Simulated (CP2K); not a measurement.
Formaldehyde monohydrate has these distinct O atoms: O2 (bonded to C, takes 1 H bond) and O3 (bonded to 2 H, gives 1 H bond).

```xyz
7

C     0.5192    1.4172    0.6554
O     0.3825    0.6179   -0.2545
O    -0.8990   -2.1296   -0.6205
H     0.1060    1.2278    1.6722
H     1.0688    2.3731    0.5036
H    -0.6597   -2.2511   -1.5533
H    -0.5178   -1.2553   -0.4029
```

Their partial O K spectra (CP2K XAS_TDP, all-electron GAPW, PBEh(45%), aug-cc-pVDZ, TDA, GW2X-corrected core level, no relativity) are given in random order, each times the number of alike atoms.

Gaussian full width 0.5 eV, oscillator strength per eV, alike atoms added, rows of zeros left out:

| E (eV) | curve 1 | curve 2 |
| --- | --- | --- |
| 530.75 | 0.000 | 0.001 |
| 531.00 | 0.000 | 0.013 |
| 531.25 | 0.000 | 0.066 |
| 531.50 | 0.000 | 0.081 |
| 531.75 | 0.000 | 0.025 |
| 532.00 | 0.000 | 0.002 |
| 535.25 | 0.001 | 0.000 |
| 535.50 | 0.012 | 0.000 |
| 535.75 | 0.025 | 0.000 |
| 536.00 | 0.013 | 0.000 |
| 536.25 | 0.002 | 0.000 |
| 536.75 | 0.002 | 0.000 |
| 537.00 | 0.012 | 0.000 |
| 537.25 | 0.021 | 0.001 |
| 537.50 | 0.015 | 0.002 |
| 537.75 | 0.016 | 0.002 |
| 538.00 | 0.012 | 0.002 |
| 538.25 | 0.011 | 0.001 |
| 538.50 | 0.022 | 0.001 |
| 538.75 | 0.037 | 0.002 |
| 539.00 | 0.024 | 0.004 |
| 539.25 | 0.015 | 0.002 |
| 539.50 | 0.035 | 0.003 |
| 539.75 | 0.042 | 0.012 |
| 540.00 | 0.019 | 0.013 |
| 540.25 | 0.010 | 0.005 |
| 540.50 | 0.006 | 0.010 |
| 540.75 | 0.001 | 0.017 |
| 541.00 | 0.001 | 0.019 |
| 541.25 | 0.002 | 0.022 |
| 541.50 | 0.001 | 0.018 |
| 541.75 | 0.001 | 0.008 |
| 542.00 | 0.002 | 0.001 |
| 542.25 | 0.001 | 0.003 |
| 542.50 | 0.000 | 0.010 |
| 542.75 | 0.000 | 0.019 |
| 543.00 | 0.000 | 0.031 |
| 543.25 | 0.004 | 0.021 |
| 543.50 | 0.014 | 0.005 |
| 543.75 | 0.013 | 0.001 |
| 544.00 | 0.005 | 0.001 |
| 544.25 | 0.003 | 0.000 |
| 544.50 | 0.006 | 0.000 |
| 544.75 | 0.006 | 0.001 |
| 545.00 | 0.002 | 0.005 |
| 545.25 | 0.001 | 0.010 |

**Question.** Which curve belongs to which atom?

Curve 1: O3 (bonded to 2 H, gives 1 H bond), leading line at 535.76 eV (f = 0.012 an atom), ionisation energy 538.47 eV, term value 2.71 eV. Curve 2: O2 (bonded to C, takes 1 H bond), leading line at 531.41 eV (f = 0.047 an atom), ionisation energy 539.35 eV, term value 7.94 eV. The leading line of an atom is its first one with 35 % of the strongest within 2.5 eV of its lowest line over the strength cut. A line lies at the core ionisation energy, which rises as an atom loses charge to its neighbours or to a π system, less the term value, which is large for a low π* or σ* orbital with weight on that atom.

[Banner, clock and machine lines of the logs are left out without a mark of their own.]

[Logs are printed without paths, hosts, clocks, repeated set-up lines and the standing remarks that a program may print on its own settings, such as how far it seeks lower states.]

[Hosts, paths, dates, database ids (printed as entryN), source tags and the programs' standing remarks are cut or masked in the printed files.]
